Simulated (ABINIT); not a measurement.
An input for ABINIT 10.8.3 (PtSe2 (P-3m1)):

```
acell 3*1.0 Angstrom
rprim 
  3.717306547987 0.000000000003 0.000000000000
  -1.858653273996 3.219281904210 0.000000000000
  0.000000000000 0.000000000000 5.820074020000
ntypat 2
znucl 78 34
natom 3
typat 1 2 2
xred 
  0.000000000000 0.000000000000 0.000000000000
  0.666666666667 0.333333333333 0.774611840000
  0.333333333333 0.666666666667 0.225388160000
pp_dirpath "pseudos"
pseudos "Pt.upf, Se.upf"
ecut 48
ngkpt 3 3 2
nshiftk 1
shiftk 0 0 0
kptopt 1
chksymbreak 0
istwfk *1
occopt 1
irdwfk 1
optdriver 3
nband 146
ecuteps 5
inclvkb 2
awtr 1
symchi 1
indata_prefix "in"
outdata_prefix "out"
tmpdata_prefix "tmp"
```

```sh
OMP_NUM_THREADS=1 mpirun -n 8 abinit run.abi > log
```

Estimate wall time and host memory on 8 MPI ranks of Intel Xeon 6975P-C (Granite Rapids), shared host.

It took 25 s; on shared hardware allow 12 s to 50 s. Peak host memory was 2.0 GiB.

[Paths, hosts, dates, memory and timing lines, banners, echoed tables and standing remarks are left out of the program output.]

[Logs are printed without paths, hosts, clocks, repeated set-up lines and the standing remarks that a program may print on its own settings, such as how far it seeks lower states.]

[Runs of the session that timed out or met a known fault of the program may be left out.]

[Hosts, paths, dates, database ids (printed as entryN), source tags and the programs' standing remarks are cut or masked in the printed files.]

[G0W0 gaps are taken among the corrected bands and points alone; a level outside them can change the order at an edge.]

[Where Ansatz stands beside ABINIT at settings called matched, ABINIT's density can come from a denser mesh and the files from another edition; pairs whose starting gaps differed by over 0.03 eV were left out, so agreement reads better than it is.]
